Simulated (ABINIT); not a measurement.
**MgS (F-43m): G0W0 in ABINIT against the screening cutoff in the self-energy**

Aim: move the screening cutoff in the self-energy of a G0W0 run on MgS (F-43m) over a wide range.

Method: LDA and many-body steps on it, plane waves, in ABINIT 10.8.3.

Report form: the programs' logs are mostly left out.

### Step 1. The starting structure

Symmetry: F-43m, No. 216, cubic system. The conventional cell has a = 5.666 Å, b = 5.666 Å, c = 5.666 Å, α = 90.00°, β = 90.00°, γ = 90.00°. Nearest to Mg lie 4 S at 2.45 Å. Nearest to S lie 4 Mg at 2.45 Å. Farther neighbours and most contacts between anions are not listed.

The cell and positions are those that the Materials Project relaxed with its own functionals (PBE, PBE+U or r2SCAN), kept fixed. This is not the form that MgS usually takes at ambient conditions.

### Step 2. Screening, 4×4×4 mesh, 81 bands, screening to 176.9 eV

This step: ABINIT 10.8.3; RPA screening on LDA, plane waves, norm-conserving pseudopotentials.

The RPA dielectric matrix is built and inverted for each q.

Input file run.abi:

```
acell 3*1.0 Angstrom
rprim 
  -0.000000000000 2.833120046800 2.833120046800
  2.833120046800 -0.000000000000 2.833120046800
  2.833120046800 2.833120046800 -0.000000000000
ntypat 2
znucl 12 16
natom 2
typat 1 2
xred 
  0.000000000000 0.000000000000 0.000000000000
  0.750000000000 0.750000000000 0.750000000000
pp_dirpath "pseudos"
pseudos "Mg.upf, S.upf"
ecut 38
ngkpt 4 4 4
nshiftk 1
shiftk 0 0 0
kptopt 1
chksymbreak 0
istwfk *1
occopt 1
irdwfk 1
optdriver 3
nband 81
ecuteps 6.5
inclvkb 2
awtr 1
symchi 1
indata_prefix "in"
outdata_prefix "out"
tmpdata_prefix "tmp"
```

Run with:

```console
> OMP_NUM_THREADS=1 mpirun -n 4 abinit run.abi > log
```

The job ended after 15 s (4 MPI ranks of Arm Neoverse V2, shared host; peak memory 0.73 GiB; 59 s of CPU time).

This step gave:

```yaml
eps_infinity_with_local_fields_on_this_mesh_along_the_program_s_q_direction: 4.410
the_same_without_local_fields: 5.184
plasma_frequency: 22.02 eV
plane_waves_in_the_screening_matrix: 259
```

Local fields lower ε∞ by 15 %. On a Γ-centred mesh this coarse the value itself is usually too large, while a short band sum pulls it down.

### Step 3. 0.7 Ha

This step: G0W0 on LDA, plane waves, norm-conserving pseudopotentials.

run.abi: that of step 2 with these lines changed.

```diff
@@ -23,8 +23,15 @@
 irdwfk 1
-optdriver 3
+optdriver 4
 nband 81
-ecuteps 6.5
-inclvkb 2
-awtr 1
-symchi 1
+gwcalctyp 0
+ecutsigx 38
+symsigma 1
+nkptgw 1
+kptgw 
+  0.0000000000 0.0000000000 0.0000000000
+bdgw 
+  6 12
+ecuteps 0.7
+irdscr 1
+ppmodel 1
 indata_prefix "in"
```

It took 2.1 s on 4 MPI ranks; peak memory 0.16 GiB; 8.2 s of CPU time.

Numbers from this step:

```
G0W0 gap on the points computed              : 4.716 eV
starting gap on the mesh                     : 3.165 eV
k of the valence top                         : 0, 0, 0
k of the conduction bottom                   : 0, 0, 0
Z at the valence top                         : 0.804
Z at the conduction bottom                   : 0.827
least direct G0W0 gap on the computed points : 4.716 eV
```

### Step 4. 1.3 Ha

run.abi: that of step 3 with these lines changed.

```diff
@@ -33,3 +33,3 @@
   6 12
-ecuteps 0.7
+ecuteps 1.3
 irdscr 1
```

Run time: 2.1 s. Hardware: 4 MPI ranks; peak memory 0.16 GiB; 7.9 s of CPU time.

This step gave:

| Quantity | Value |
| --- | --- |
| G0W0 gap on the points computed | 4.716 eV |
| starting gap on the mesh | 3.165 eV |
| k of the valence top | 0, 0, 0 |
| k of the conduction bottom | 0, 0, 0 |
| Z at the valence top | 0.804 |
| Z at the conduction bottom | 0.827 |
| least direct G0W0 gap on the computed points | 4.716 eV |

### Step 5. 2.3 Ha

The self-energy is evaluated for the states that the input lists, and the levels follow from it, in one-shot runs by the linearised quasiparticle equation.

run.abi: that of step 4 with these lines changed.

```diff
@@ -33,3 +33,3 @@
   6 12
-ecuteps 1.3
+ecuteps 2.3
 irdscr 1
```

Run time: 2.2 s. Hardware: 4 MPI ranks; peak memory 0.16 GiB; 8.3 s of CPU time.

Numbers from this step:

```yaml
g0w0_gap_on_the_points_computed: 4.92 eV
starting_gap_on_the_mesh: 3.165 eV
k_of_the_valence_top: 0, 0, 0
k_of_the_conduction_bottom: 0, 0, 0
least_direct_g0w0_gap_on_the_computed_points: 4.92 eV
```

The gap on the mesh goes from 3.17 eV to 4.92 eV, a correction of +1.75 eV.

### Step 6. 3.2 Ha

run.abi: that of step 5 with these lines changed.

```diff
@@ -33,3 +33,3 @@
   6 12
-ecuteps 2.3
+ecuteps 3.2
 irdscr 1
```

Wall time 2.3 s (4 MPI ranks); peak memory 0.16 GiB.

This step gave:

```
G0W0 gap on the points computed              : 4.936 eV
starting gap on the mesh                     : 3.165 eV
k of the valence top                         : 0, 0, 0
k of the conduction bottom                   : 0, 0, 0
least direct G0W0 gap on the computed points : 4.936 eV
```

Against the run before, the gap moves by +0.016 eV.

### Step 7. 4.9 Ha

run.abi: that of step 6 with these lines changed.

```diff
@@ -33,3 +33,3 @@
   6 12
-ecuteps 3.2
+ecuteps 4.9
 irdscr 1
```

Wall time 3.4 s (4 MPI ranks); peak memory 0.66 GiB.

Numbers from this step:

* G0W0 gap on the points computed: 4.999 eV
* starting gap on the mesh: 3.165 eV
* k of the valence top: 0, 0, 0
* k of the conduction bottom: 0, 0, 0
* least direct G0W0 gap on the computed points: 4.999 eV

Against the run before, the gap moves by +0.063 eV.

### Step 8. 6.5 Ha

run.abi: that of step 7 with these lines changed.

```diff
@@ -33,3 +33,3 @@
   6 12
-ecuteps 4.9
+ecuteps 6.5
 irdscr 1
```

Elapsed: 5.1 s, on 4 MPI ranks; peak memory 0.62 GiB.

Numbers from this step:

- G0W0 gap on the points computed: 4.999 eV
- starting gap on the mesh: 3.165 eV
- k of the valence top: 0, 0, 0
- k of the conduction bottom: 0, 0, 0
- least direct G0W0 gap on the computed points: 4.999 eV

Against the run before, the gap moves by +0.000 eV.

### Step 9. The runs together

Times are wall times on 4 MPI ranks of Arm Neoverse V2, shared host, good to a factor of about two. A run's time includes the screening step that it read.

```tsv
run	mesh	bands	screening cutoff (eV)	DFT gap (eV)	gap on the mesh (eV)	direct (eV)	ε∞ used	time
0.7 Ha	4×4×4	81	19	3.165	4.716	4.716	4.41	17 s
1.3 Ha	4×4×4	81	35.4	3.165	4.716	4.716	4.41	17 s
2.3 Ha	4×4×4	81	62.6	3.165	4.920	4.920	4.41	17 s
3.2 Ha	4×4×4	81	87.1	3.165	4.936	4.936	4.41	17 s
4.9 Ha	4×4×4	81	133.3	3.165	4.999	4.999	4.41	18 s
6.5 Ha	4×4×4	81	176.9	3.165	4.999	4.999	4.41	20 s
```

### Step 10. Summary of results

```json
{
  "0.7 Ha": "4.716 eV",
  "1.3 Ha": "4.716 eV",
  "2.3 Ha": "4.920 eV",
  "3.2 Ha": "4.936 eV",
  "4.9 Ha": "4.999 eV",
  "6.5 Ha": "4.999 eV",
  "known limits": "not at the basis limit; coarse k mesh"
}
```

**Reading.** The setting moved: screening cutoff in the self-energy. From 0.7 Ha to 6.5 Ha the gap moves by +0.28 eV. It holds to 0.03 eV from 4.9 Ha on. Bands and screening cutoff are coupled, so a series along one setting does not show full convergence. Bands and cutoff are finite, so the gap is not at the basis limit. The miss can reach some tenths of an eV and take either sign; the mesh is an error of its own. In the G0W0 runs levels were corrected at 1 k point alone, so a gap called «on the mesh» is the least over those, and an edge elsewhere would be missed. The 4×4×4 mesh is coarse for this cell, which bears on the long-range parts of exchange and screening.

[Paths, hosts, dates, memory and timing lines, banners, echoed tables and standing remarks are left out of the program output.]

[Logs are printed without paths, hosts, clocks, repeated set-up lines and the standing remarks that a program may print on its own settings, such as how far it seeks lower states.]

[Runs of the session that timed out or met a known fault of the program may be left out.]

[Hosts, paths, dates, database ids (printed as entryN), source tags and the programs' standing remarks are cut or masked in the printed files.]

[G0W0 gaps are taken among the corrected bands and points alone; a level outside them can change the order at an edge.]

[Where Ansatz stands beside ABINIT at settings called matched, ABINIT's density can come from a denser mesh and the files from another edition; pairs whose starting gaps differed by over 0.03 eV were left out, so agreement reads better than it is.]
